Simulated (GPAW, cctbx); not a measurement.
## How far are the atoms of Bi3Rh5 from free atoms?

Question: by how much does bonding change the X-ray structure factors of Bi3Rh5, how firmly does DFT give the change, and what does a routine refinement make of it?

The start was made by putting kin elements into a known structure type; the compound need not exist, or be stable, in this form. All numbers below are calculated.

## Step 1: Relax the structure

The density hangs on the geometry, so cell and atoms are relaxed first, with the symmetry held. The cutoff is set higher than for the density because stress converges slowly with plane waves.

Settings: GPAW 26.7.0, PBE, 570 eV, 5×5×2 k-points (along the axes of the calculation cell), Fermi–Dirac width 0.1 eV, BFGS to 0.03 eV/Å.

```text
cell
1.0
     4.162000000    0.000000000    0.000000000
    -2.081000000    3.604397731    0.000000000
     0.000000000    0.000000000   10.875000000
Bi Rh
3 5
Direct
0.000000000 0.000000000 0.272100000
0.000000000 0.000000000 0.727900000
0.666666667 0.333333333 0.000000000
0.666666667 0.333333333 0.500000000
0.333333333 0.666666667 0.385000000
0.333333333 0.666666667 0.869000000
0.333333333 0.666666667 0.131000000
0.333333333 0.666666667 0.615000000
```

```console
$ OMP_NUM_THREADS=1 mpirun -n 4 gpaw python run.py > gpaw.log
```

```text
BFGS:    0      -50.484181        0.565021
BFGS:    1      -50.501144        0.555481
BFGS:    2      -50.543955        0.512792
BFGS:    3      -50.553403        0.472816
...
BFGS:   11      -50.635265        0.047928
BFGS:   12      -50.635503        0.037320
BFGS:   13      -50.635587        0.012669
cell  4.0814 4.0814 11.2927  90.00 90.00 120.00
volume 162.907 A^3, largest force 0.012 eV/A, largest stress 0.03 GPa
```

After 13 steps the volume has changed by -0.1 % and the energy by -0.151 eV; the largest stress left is 0.03 GPa. It took 13 min on 4 cores of Arm Neoverse N1 (shared host), peak memory 1.2 GiB.

Relaxed structure: P-6m2 (no. 187), a = 4.0814 Å, b = 4.0814 Å, c = 11.2927 Å, α = 90.00°, β = 90.00°, γ = 120.00°.

| atom | mult. | x | y | z |
| --- | --- | --- | --- | --- |
| Bi1 | 2 | 0 | 0 | 0.2705 |
| Bi2 | 1 | 2/3 | 1/3 | 0 |
| Rh1 | 1 | 2/3 | 1/3 | 1/2 |
| Rh2 | 2 | 1/3 | 2/3 | 0.3883 |
| Rh3 | 2 | 1/3 | 2/3 | 0.8726 |

## Step 2: Density and charge transfer

X-rays see the whole electron density, so the PAW density is rebuilt with its core regions. Subtracting spherical free atoms from the same code cancels the cores and leaves the deformation density Δρ, the part due to bonding.

Settings: PBE, 450 eV, 7×7×2 k-points (along the axes of the calculation cell), Fermi–Dirac width 0.1 eV; primitive cell of 8 atoms.

```console
$ OMP_NUM_THREADS=1 mpirun -n 4 gpaw python run.py > gpaw.log
```

```text
|iter:   1|       0s |  -51.314866 | +0.15 |       |
|iter:   2|       3s |  -51.238880 | -1.76 | -1.36 |
|iter:   3|       7s |  -59.382267 | -0.94 | -1.39 |
...
|iter:  14|      41s |  -50.383279c| -6.14 | -3.95 |
|iter:  15|      45s |  -50.383218c| -6.58 | -4.24c|
|iter:  16|      48s |  -50.383220c| -7.81c| -5.02c|
```

```text
grid (40, 40, 112)  electrons 474.000  moved by bonding 2.043 e
deformation density beyond 0.5 A of the nuclei: max 0.350, min -0.365 e/A^3
atom        x       y       z   Voronoi charge  moment
Bi1    0.0000  0.0000  0.2705      0.202       0.00
Bi2    0.0000  0.0000  0.7295      0.202       0.00
Bi3    0.6667  0.3333  0.0000      0.206       0.00
Rh4    0.6667  0.3333  0.5000     -0.005       0.00
Rh5    0.3333  0.6667  0.3883     -0.126       0.00
Rh6    0.3333  0.6667  0.8726     -0.176       0.00
Rh7    0.3333  0.6667  0.1274     -0.176       0.00
Rh8    0.3333  0.6667  0.6117     -0.126       0.00
mean inner potential of superposed free atoms 25.182 V
total magnetic moment 0.000 muB
```

Deformation density in a plane through the shortest contact of the Rh atom at the origin, in 0.01 e/Å³ (clipped at ±99); x from -1.6 to 4.1 Å, y from 2.4 down to -2.4 Å:

```text
 -2  -2  -1   0   1   5  29   .   .  29   5   1   0  -1  -2  -2
 -2  -2  -1   0   2   2  -2   .   .  -2   2   2   0  -1  -2  -2
 -1  -1   0   1   3   4   1   0   0   1   4   3   1   0  -1  -1
  1   1   1   2   3   5   7   7   7   7   5   3   2   1   1   1
  2   2   3   5  -1  -7   0   6   6   0  -7  -1   5   3   2   2
  3   2  -3   8   . -27  -8   5   5  -8 -27   .   8  -3   2   3
  3   1 -10 -22   .   . -18   5   5 -18   .   . -22 -10   1   3
  3   3  -4 -20   .  28  -2   4   4  -2  28   . -20  -4   3   3
  4   4   4  -3  -6   3   1   3   3   1   3  -6  -3   4   4   4
  1   2   5   5   2   1   1   1   1   1   1   2   5   5   2   1
 -3  -3  -1   1   1   0   0   0   0   0   0   1   1  -1  -3  -3
  .   .  -3  -4  -3  -1  -1  -1  -1  -1  -1  -3  -4  -3   .   2
  .   .  -2  -5  -4  -2  -1  -1  -1  -1  -2  -4  -5  -2   .   .
```

Atoms in or within 0.15 Å of the plane: Bi (-1.3, -2.4), Bi (3.9, -2.4), Rh (1.3, 2.4), Rh (0.0, 0.0), Rh (2.5, 0.0) Å. Dots mark points within about 0.45 Å of a nucleus; large values next to them are atomic features.

Rh gains most (-0.12 e) and Bi loses most (+0.20 e), in averages over each element's sites, as electronegativity suggests. Along the shortest contact from the Rh atom at the map's origin, Rh–Rh at 2.52 Å, Δρ is +0.08 e/Å³ at the midpoint: a bond charge, the mark of covalency. At the midpoints of other shortest contacts it is +0.06 (Bi–Rh, 2.71 Å) e/Å³. Point values carry grid noise of about 0.01 e/Å³. The run needed 16 iterations, 66 s.

## Step 3: From the density to structure factors

The Fourier components of Δρ, added to those of the free atoms, give the static X-ray structure factors; the Mott–Bethe relation turns them into the Fourier components V of the potential that fast electrons feel.

```text
static structure factors of the conventional cell: F in electrons, V (Mott-Bethe) in volts
   h  k  l      d  |F| table  |F| free   |F| DFT   change   |V| free  |V| DFT  change %
   0  0  1 11.2927    10.671    10.645    10.590   -0.055     0.112    0.084    -24.7
   0  0  2  5.6463    20.042    19.992    19.881   -0.111     0.204    0.304     48.8
   0  0  3  3.7642    74.576    74.542    74.473   -0.069     2.151    2.179      1.3
   1  0  0  3.5346    40.102    40.052    40.216    0.164     2.702    2.598     -3.8
   1  0  1  3.3732    49.090    49.084    49.016   -0.068     1.368    1.389      1.5
   1  0  2  2.9960   219.766   219.627   219.530   -0.096     8.049    8.074      0.3
   0  0  4  2.8232    89.596    89.670    89.528   -0.142     1.782    1.814      1.8
   1  0  3  2.5767    62.674    62.639    62.608   -0.031     2.152    2.161      0.4
   0  0  5  2.2585    28.986    28.959    29.011    0.052     1.059    1.052     -0.7
   1  0  4  2.2059   245.160   244.919   244.327   -0.593     9.108    9.190      0.9
   1  1  0  2.0407   367.468   367.221   366.399   -0.822    12.511   12.607      0.8
   1  1  1  2.0082    11.447    11.478    11.552    0.074     0.098    0.106      8.6
   1  1  2  1.9192    19.437    19.464    19.540    0.076     0.078    0.070    -10.1
   1  0  5  1.9032   104.547   104.535   104.579    0.044     2.810    2.810     -0.0
```

The largest X-ray change is -0.82 e on 110, 0.2 % of |F|. For electrons V goes as (Z − F)/g², so a change of F counts against Z − F, which is small at low angle and wherever the atoms' terms cancel: |V| of 002 moves by +48.8 % (0.20 to 0.30 V) against -0.6 % in |F|. The tabulated Hartree–Fock atoms differ from the free DFT atoms by up to 0.25 e, so the choice of reference atom matters too.

## Step 4: The functional ladder

The same geometry is run with other functionals, to see whether the bonding signal is larger than the spread between approximations. Free atoms are LDA for LDA and PBE otherwise; meta-GGAs and hybrids keep PBE cores. Any other changed setting is in the row's label.

```
                run  ΔF 110 (e)  ΔF 104 (e)  ΔF 100 (e)  q(Rh) (e)  moved (e)     time
                PBE      -0.822      -0.593      +0.164     -0.122      2.043     66 s
                LDA      -0.834      -0.595      +0.158     -0.119      2.008     71 s
             r2SCAN      -0.785      -0.542      +0.195     -0.123      2.099  2.6 min
PBE 1×1×1 (unsound)      -0.476      -0.581      +0.247     -0.182      2.637     18 s
```

At the base's settings ΔF(110) spans -0.834 to -0.785 e, a spread of 6 % of the PBE value; over the three listed reflections the spread is at most 23 %, so sign and size hold across the functionals. The run marked unsound (k-mesh far too coarse) misses ΔF(110) by 0.346 e. Times are from shared hosts.

## Step 5: Refining ordinary atoms against data with bonding

Routine crystallography fits spherical atoms. To see the bias, intensities are simulated from tabulated atoms plus the DFT change ΔF, so that bonding alone can misfit (10622 reflections of the full sphere, merged to the counts below, to 0.4 Å, 1 % proportional noise plus counting noise, assumed isotropic U as listed, Δρ smeared by the mean U) and refined with cctbx over different ranges.

```csv
range,data,R1,GooF,U Bi1 (true 0.0035),U Bi2 (true 0.0035),U Rh1 (true 0.0045),U Rh2 (true 0.0045),largest shift (Å),"Δρ max, min (e/Å³)"
all data,1117,0.0046,0.94,0.0035,0.0035,0.0045,0.0045,0.0002,"0.61, -0.70"
"low resolution, d > 0.84",152,0.0034,0.97,0.0036,0.0035,0.0045,0.0045,0.0008,"0.21, -0.24"
"high order, d < 0.75",912,0.0050,0.92,0.0035,0.0035,0.0045,0.0045,0.0001,"0.54, -0.68"
"occupancies free, d > 0.7",242,0.0036,1.00,0.0035,0.0034,0.0045,0.0045,0.0006,"0.28, -0.29"
```

With all data GooF is 0.94, so at this noise the bonding hardly shows; the top residual peak lies 1.04 Å from Rh and 2.37 Å from Rh. No U is off by more than 3 s.u. at low resolution. With Bi1 held at 1 and the scale free, the other occupancies refine to Bi2 0.999(0.001), Rh1 1.001(0.002), Rh2 0.999(0.002) and Rh3 0.999(0.002), within three s.u. of full.

## Step 6: Answer

Bonding moves 2.04 e in the primitive cell of Bi3Rh5 and changes the structure factors of the conventional cell in the table above by at most 0.82 e (110, 0.2 %), and among reflections above 2 % of the strongest by up to 0.6 % (111). The shortest bond, Rh–Rh, has Δρ = +0.08 e/Å³ at its midpoint, a covalent bond charge. At the base's settings ΔF(110) spans -0.834 to -0.785 e, a spread of 6 % of the PBE value; over the three listed reflections the spread is at most 23 %, so sign and size hold across the functionals. With all data GooF is 0.94, so at this noise the bonding hardly shows. Limits: static density, frozen cores, no spin–orbit coupling.

[Outputs are excerpts: Python notices, other lines and further rows are left out; steps that failed or that the build refused (PBEsol, TPSS) are not shown.]

[Logs are printed without paths, hosts, clocks, repeated set-up lines and the standing remarks that a program may print on its own settings, such as how far it seeks lower states.]
